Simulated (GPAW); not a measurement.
# Ballistic transport through a Pt chain with a Sn atom on top of one atom, from relaxation to T(E), part 2 of 2

How well does a Pt chain with a Sn atom on top of one atom conduct once its atoms have relaxed, and how much do cheaper levels lose?

GPAW 26.7.0; GPAW LCAO, PAW setups; relaxation of the junction within the symmetry of its start, lead ends held (the session's first sound run).

So far, transmission at the Fermi level (one spin): step 3 (double-zeta polarised basis) 2.20; step 4 (basis szp(dzp)) 2.20.

## Step 5: GPAW, sz: basis = "sz(dzp)"

Level of this step: GPAW LCAO, PAW setups; Landauer transmission from Green's functions with principal layers (ASE), zero bias (GPAW).

One function for each valence shell of the setup, as for a first survey of a large system.

run.py

```python
import json
import numpy as np
from ase import Atoms
from ase.transport.calculators import TransportCalculator
from gpaw import GPAW, FermiDirac
from gpaw.lcao.tools import get_lcao_hamiltonian
from scipy.linalg import eigh

# The junction with lead layers at both ends, along the third cell vector
device = Atoms(
    ['Pt', 'Pt', 'Pt', 'Pt', 'Pt', 'Pt', 'Pt', 'Pt', 'Pt', 'Sn', 'Pt', 'Pt', 'Pt', 'Pt', 'Pt', 'Pt', 'Pt', 'Pt'],
    positions=[
        [4.50000, 4.50000, 1.20000],
        [4.50000, 4.50000, 3.60000],
        [4.50000, 4.50000, 6.00000],
        [4.50000, 4.50000, 8.40000],
        [4.50000, 4.50000, 10.80000],
        [4.50000, 4.50000, 13.20000],
        [4.50000, 4.50000, 15.60000],
        [5.00628, 4.50000, 18.08356],
        [3.97065, 4.50000, 20.40000],
        [6.55403, 4.50000, 20.40000],
        [5.00628, 4.50000, 22.71644],
        [4.50000, 4.50000, 25.20000],
        [4.50000, 4.50000, 27.60000],
        [4.50000, 4.50000, 30.00000],
        [4.50000, 4.50000, 32.40000],
        [4.50000, 4.50000, 34.80000],
        [4.50000, 4.50000, 37.20000],
        [4.50000, 4.50000, 39.60000]],
    cell=[[9.0, 0.0, 0.0], [0.0, 9.0, 0.0], [0.0, 0.0, 40.8]],
    pbc=True)

# One principal layer of the lead: the first 5 atoms of the device
lead = Atoms(
    ['Pt', 'Pt', 'Pt', 'Pt', 'Pt'],
    positions=[
        [4.50000, 4.50000, 1.20000],
        [4.50000, 4.50000, 3.60000],
        [4.50000, 4.50000, 6.00000],
        [4.50000, 4.50000, 8.40000],
        [4.50000, 4.50000, 10.80000]],
    cell=[[9.0, 0.0, 0.0], [0.0, 9.0, 0.0], [0.0, 0.0, 12.0]],
    pbc=True)

settings = dict(mode='lcao', basis='sz(dzp)', xc='PBE', h=0.2,
                occupations=FermiDirac(0.1), maxiter=250,
                mixer=dict(beta=0.1, nmaxold=8, weight=100.0),
                convergence=dict(density=0.0001))
energies = np.arange(-2, 2 + 1e-9, 0.025)
eta = 0.0001
n1, n2 = 1, 1
# k and -k transmit alike, so half of the mesh across the current serves
mesh = [(i, j) for i in range(n1) for j in range(n2) if (i, j) <= (-i % n1, -j % n2)]
weights = np.array([1 if (i, j) == (-i % n1, -j % n2) else 2 for i, j in mesh]) / (n1 * n2)

# [... helper functions left out ...]
fermi_lead = ground_state(lead, (1, 1, 10), 'lead.txt')
fermi_device = ground_state(device, (1, 1, 2), 'device.txt')
# [... loop over the mesh left out, but for ...]
        # Shift the lead onto the potential of the device's first layer
        shift = ((H[:, 0, 0] - H0[:, 0, 0]) / S0[0, 0]).real.mean()
# [...]
kT = 8.617333e-5 * 300
bias = [0.1, 0.2, 0.5, 1.0, 1.5, 2.0]
# [... integrals and printing left out ...]
```

Started as:

```console
OMP_NUM_THREADS=1 OPENBLAS_NUM_THREADS=1 python run.py
```

The log of the run:

```text
basis functions: device 213, principal layer 60
Fermi level: lead -4.6766 eV, device -4.4118 eV; lead shifted by -0.0009 eV
largest coupling past the next layer 8.11e-06 eV, largest misfit of the first layer 0.057 eV
  E-E_F (eV)   T (one spin)  channels
    -2.000    9.0229e-01    3.0000
    -1.975    9.0175e-01    3.0000
    -1.950    9.0198e-01    3.0000
[...]
1.975    2.2302e-01    1.0000
     2.000    2.1006e-01    1.0000
conductance at 300 K: 2.237 G0 a cell; thermopower 8.979 uV/K
current from the zero-bias T(E) at 0.1 V: 17.331 uA
current from the zero-bias T(E) at 0.2 V: 34.615 uA
current from the zero-bias T(E) at 0.5 V: 82.739 uA
current from the zero-bias T(E) at 1.0 V: 163.06 uA
current from the zero-bias T(E) at 1.5 V: 243.02 uA
current from the zero-bias T(E) at 2.0 V: 308.41 uA
```

Elapsed: 86 s, on 1 thread of Arm Neoverse V2, shared host; peak memory 1.4 GiB.

Numbers from this step:

```yaml
conductance: 2.237 G₀
thermopower: 8.979 μV/K
largest_coupling_past_the_next_principal_layer: 8.11e-6 eV
largest_misfit_of_the_first_principal_layer: 0.05691 eV
shift_that_aligns_the_lead: -8.94e-4 eV
basis_functions_of_the_junction: 213
basis_functions_of_a_principal_layer: 60
transmission_at_the_fermi_level_one_spin: 2.236
open_channels_of_the_lead_at_the_fermi_level_one_spin: 4
```

One spin. Table of transmission, zone mean by energy, zero at the Fermi level:

```
energy (eV)  transmission, zone mean
     -2.000                    0.902
     -1.900                    0.904
     -1.800                    0.915
     -1.700                    0.930
     -1.600                    0.931
     -1.525                     1.57
     -1.500                     1.15
     -1.400                     1.59
     -1.300                     1.59
     -1.225                     1.95
     -1.200                     1.71
     -1.100                     1.89
     -1.025                     2.79
     -1.000                     2.63
     -0.900                     2.46
     -0.800                     2.84
     -0.700                     3.07
     -0.600                     3.16
     -0.525                     3.22
     -0.500                     3.20
     -0.400                     2.93
     -0.300                     2.17
     -0.200                     2.39
     -0.125                     2.56
     -0.100                     2.52
      0.000                     2.24
      0.100                     1.96
      0.200                     1.74
      0.300                     1.54
      0.400                     1.40
      0.500                     1.27
      0.600                     1.11
      0.700                    0.791
      0.800                    0.758
      0.900                    0.727
      1.000                    0.694
      1.100                    0.659
      1.200                    0.621
      1.300                    0.579
      1.400                    0.534
      1.500                    0.484
      1.600                    0.431
      1.700                    0.375
      1.800                    0.319
      1.900                    0.263
      2.000                    0.210
```

The conductance, 2.24 G₀, lies 1.3 % above that of the dzp run.

## Step 6: LDA in the dzp basis: xc = "LDA"

Back in the dzp basis, the functional changes from PBE to LDA, to set the spread between functionals beside that between bases.

Changes to run.py since step 5:

```diff
@@ -45,3 +45,3 @@
 
-settings = dict(mode='lcao', basis='sz(dzp)', xc='PBE', h=0.2,
+settings = dict(mode='lcao', basis='dzp', xc='LDA', h=0.2,
                 occupations=FermiDirac(0.1), maxiter=250,
```

The log of the run:

```text
basis functions: device 482, principal layer 135
Fermi level: lead -4.8574 eV, device -4.6072 eV; lead shifted by -0.0021 eV
largest coupling past the next layer 8.32e-06 eV, largest misfit of the first layer 0.148 eV
  E-E_F (eV)   T (one spin)  [channel counts left out]
    -2.000    9.3228e-01
    -1.975    9.3089e-01
    -1.950    9.3058e-01
[...]
1.975    2.6893e-01
     2.000    2.5293e-01
conductance at 300 K: 2.2325 G0 a cell; thermopower 8.899 uV/K
current from the zero-bias T(E) at 0.1 V: 17.299 uA
current from the zero-bias T(E) at 0.2 V: 34.573 uA
current from the zero-bias T(E) at 0.5 V: 83.17 uA
current from the zero-bias T(E) at 1.0 V: 166.78 uA
current from the zero-bias T(E) at 1.5 V: 248.59 uA
current from the zero-bias T(E) at 2.0 V: 316.75 uA
```

Run time: 3.5 min. Hardware: 1 thread; peak memory 1.6 GiB.

This step gave:

| Quantity | Value |
| --- | --- |
| conductance | 2.232 G₀ |
| thermopower | 8.899 μV/K |
| largest coupling past the next principal layer | 8.32e-6 eV |
| largest misfit of the first principal layer | 0.1484 eV |
| shift that aligns the lead | -0.002138 eV |
| basis functions of the junction | 482 |
| basis functions of a principal layer | 135 |
| transmission at the Fermi level (one spin) | 2.230 |

One spin. The transmission, zone mean by energy, zero at the Fermi level:

energy (eV), transmission, zone mean and a bar:
```
   -2.000       0.93 #######
   -1.800       0.95 #######
   -1.600       1.08 ########
   -1.525       1.98 ##################
   -1.400       1.71 ###############
   -1.250       1.91 #################
   -1.200       1.99 ##################
   -1.025       2.89 ###########################
   -1.000       2.73 #########################
   -0.800       2.91 ###########################
   -0.600       3.13 ##############################
   -0.500       3.18 ##############################
   -0.400       2.99 ############################
   -0.200       2.39 ######################
   -0.150       2.57 ########################
    0.000       2.23 ####################
    0.200       1.75 ###############
    0.400       1.44 ############
    0.600       1.21 ##########
    0.800       0.78 #####
    1.000       0.74 #####
    1.200       0.69 ####
    1.400       0.61 ####
    1.600       0.51 ###
    1.800       0.38 #
    2.000       0.25
```

The conductance, 2.23 G₀, lies 1.1 % above that of the dzp run.

## Step 7: Without the relaxation: geometry = "as built"

The dzp basis with PBE on the structure as first built shows what the relaxation was worth.

Changes to run.py since step 6:

```diff
@@ -19,6 +19,6 @@
         [4.50000, 4.50000, 15.60000],
-        [5.00628, 4.50000, 18.08356],
-        [3.97065, 4.50000, 20.40000],
-        [6.55403, 4.50000, 20.40000],
-        [5.00628, 4.50000, 22.71644],
+        [4.50000, 4.50000, 18.00000],
+        [4.50000, 4.50000, 20.40000],
+        [6.94620, 4.50000, 20.40000],
+        [4.50000, 4.50000, 22.80000],
         [4.50000, 4.50000, 25.20000],
@@ -45,3 +45,3 @@
 
-settings = dict(mode='lcao', basis='dzp', xc='LDA', h=0.2,
+settings = dict(mode='lcao', basis='dzp', xc='PBE', h=0.2,
                 occupations=FermiDirac(0.1), maxiter=250,
```

The log of the run:

```text
basis functions: device 482, principal layer 135
Fermi level: lead -4.5367 eV, device -4.2257 eV; lead shifted by -0.0012 eV
largest coupling past the next layer 8.09e-06 eV, largest misfit of the first layer 0.036 eV
  E-E_F (eV)   T (one spin)  [channel counts left out]
    -2.000    2.7524e+00
    -1.975    2.7543e+00
    -1.950    2.7559e+00
[...]
1.975    6.7023e-02
     2.000    3.4989e-01
conductance at 300 K: 3.3818 G0 a cell; thermopower 2.563 uV/K
current from the zero-bias T(E) at 0.1 V: 26.181 uA
current from the zero-bias T(E) at 0.2 V: 52.238 uA
current from the zero-bias T(E) at 0.5 V: 128.77 uA
current from the zero-bias T(E) at 1.0 V: 253.62 uA
current from the zero-bias T(E) at 1.5 V: 369.92 uA
current from the zero-bias T(E) at 2.0 V: 462.4 uA
```

Wall time 3.6 min (1 thread); peak memory 1.6 GiB.

Numbers from this step:

| Quantity | Value |
| --- | --- |
| conductance | 3.382 G₀ |
| thermopower | 2.563 μV/K |
| largest coupling past the next principal layer | 8.09e-6 eV |
| largest misfit of the first principal layer | 0.03587 eV |
| shift that aligns the lead | -0.001212 eV |
| transmission at the Fermi level (one spin) | 3.390 |

The conductance, 3.38 G₀, lies 53 % above that of the dzp run.

## Step 8: The ladder

Times are for 1 thread of Arm Neoverse V2, shared host. The series side by side:

```
no.      run  conductance (G₀)     time  memory (GiB)
  1      dzp             2.208  3.8 min           1.6
  2      szp             2.202  1.8 min           1.5
  3       sz             2.237     86 s           1.4
  4  dzp LDA             2.232  3.5 min           1.6
  5  asbuilt             3.382  3.6 min           1.6
```

## Step 9: The levels side by side

The curves are compared point by point over the common energies.

This step: comparison of transmission and cost over codes, levels and geometry (GPAW 26.7.0).

Ladder, by row:

```
   step  code  T at the Fermi level (sum over the listed spins)  conductance (G0)  r.m.s. T(E) from the first  wall time (s)  peak memory (GiB)  threads
    dzp  GPAW                                             2.205             2.208                           0          225.6               1.57        1
    szp  GPAW                                             2.199             2.202                       0.169            110                1.5        1
     sz  GPAW                                             2.236             2.237                      0.1607          85.87               1.45        1
dzp-LDA  GPAW                                              2.23             2.232                      0.1052            211               1.57        1
asbuilt  GPAW                                              3.39             3.382                       1.167          213.4               1.57        1
```

Transmission, zone mean, sum over the listed spins against energy, zero at the Fermi level:

```
energy (eV)    dzp    szp     sz  dzp-LDA  asbuilt
     -2.000  0.924  0.913  0.902    0.932     2.75
     -1.800  0.935  0.922  0.915    0.946     2.24
     -1.600  0.963  0.960  0.931     1.08     2.57
     -1.500   1.95  0.959   1.15     1.98     3.52
     -1.400   1.71   1.70   1.59     1.71     3.55
     -1.200   1.90   1.93   1.71     1.99     3.84
     -1.050   2.88   2.67   2.58     2.75     3.99
     -1.000   2.61   2.66   2.63     2.73     4.03
     -0.800   2.97   2.90   2.84     2.91     4.03
     -0.600   3.15   3.18   3.16     3.13     3.83
     -0.550   3.18   3.21   3.21     3.16     3.84
     -0.525   3.18   3.20   3.22     3.17     3.83
     -0.500   3.15   3.17   3.20     3.18     3.82
     -0.400   2.97   2.98   2.93     2.99     3.77
     -0.200   2.50   2.54   2.39     2.39     3.52
     -0.150   2.57   2.59   2.56     2.57     3.50
     -0.125   2.54   2.56   2.56     2.56     3.49
      0.000   2.20   2.20   2.24     2.23     3.39
      0.200   1.74   1.71   1.74     1.75     3.02
      0.400   1.43   1.39   1.40     1.44     2.72
      0.600   1.20   1.14   1.11     1.21     2.50
      0.800  0.791  0.794  0.758    0.776    0.738
      1.000  0.747  0.741  0.694    0.741    0.582
      1.200  0.690  0.676  0.621    0.688    0.307
      1.400  0.611  0.592  0.534    0.612   0.0265
      1.600  0.509  0.486  0.431    0.510   0.0720
      1.800  0.384  0.362  0.319    0.385    0.209
      2.000  0.252  0.234  0.210    0.253    0.350
```

## Step 10: A varied run

One more run, with changed settings.

This step: GPAW LCAO, PAW setups; Landauer transmission from Green's functions with principal layers (ASE), zero bias (GPAW 26.7.0).

Changes to run.py since step 7:

```diff
@@ -19,6 +19,6 @@
         [4.50000, 4.50000, 15.60000],
-        [4.50000, 4.50000, 18.00000],
-        [4.50000, 4.50000, 20.40000],
-        [6.94620, 4.50000, 20.40000],
-        [4.50000, 4.50000, 22.80000],
+        [5.00628, 4.50000, 18.08356],
+        [3.97065, 4.50000, 20.40000],
+        [6.55403, 4.50000, 20.40000],
+        [5.00628, 4.50000, 22.71644],
         [4.50000, 4.50000, 25.20000],
@@ -46,4 +46,4 @@
 settings = dict(mode='lcao', basis='dzp', xc='PBE', h=0.2,
-                occupations=FermiDirac(0.1), maxiter=250,
-                mixer=dict(beta=0.1, nmaxold=8, weight=100.0),
+                occupations=FermiDirac(0.1), maxiter=60,
+                mixer=dict(beta=1.0, nmaxold=1, weight=1.0),
                 convergence=dict(density=0.0001))
```

The log of the run:

```text
gpaw.KohnShamConvergenceError
```

Elapsed: 100 s, on 1 thread; peak memory 0.44 GiB.

The run stopped without converging, so none of its numbers is a property of the system.

The fault put into the input: mixing far too strong, under a cap of 60 iterations, which ended the run (beta = 1.0, nmaxold = 1 and weight = 1.0).

## Step 11: Summary of results

| Quantity | Value |
| --- | --- |
| conductance | 2.21 G₀ |
| transmission at the Fermi level, mean of the spins | 2.20 |
| thermopower | 8.83 μV/K |

In the dzp basis the junction conducts 2.21 G₀ at 300 K, with T = 2.20 a spin at the Fermi level; the sz basis reaches that conductance within 10 %. Relaxation moved atoms by up to 0.53 Å and took the conductance from 3.38 to 2.21 G₀, as a ratio a larger change than the step from dzp to the minimal basis. At the Fermi level the three most open eigenchannels pass 0.98, 0.78 and 0.43. The positive thermopower says that the thermally weighted transmission is larger below the Fermi level, as for hole-like transport. Measured against the first run (dzp), the nearest curve is that of dzp-LDA (r.m.s. 0.11) and the farthest that of asbuilt (1.2). Over the compared runs wall time goes from 86 s (sz) to 226 s (dzp), on a shared host. The leads kept an estimated spacing and the cell its length, so the junction may be under some tension or compression. The geometry comes from the orbital basis, which tends to overbind, and kept the symmetry of the start, so a structure of lower symmetry may lie lower. The run had no spin polarisation, so a magnetic state, which chains and small molecules with open shells often have, wasn't tested. Spin-orbit coupling is left out, which matters for the heavy atoms here. An evenly spaced straight chain is an idealisation: free chains tend to dimerise, zigzag or, where a band edge lies near the Fermi level, turn magnetic. The currents use the zero-bias T(E) throughout, which holds only while the bias is small against the distance to the nearest feature.

[Logs are printed without paths, hosts, clocks, repeated set-up lines and the standing remarks that a program may print on its own settings, such as how far it seeks lower states.]

[Hosts, paths, dates, database ids (printed as entryN), source tags and the programs' standing remarks are cut or masked in the printed files.]
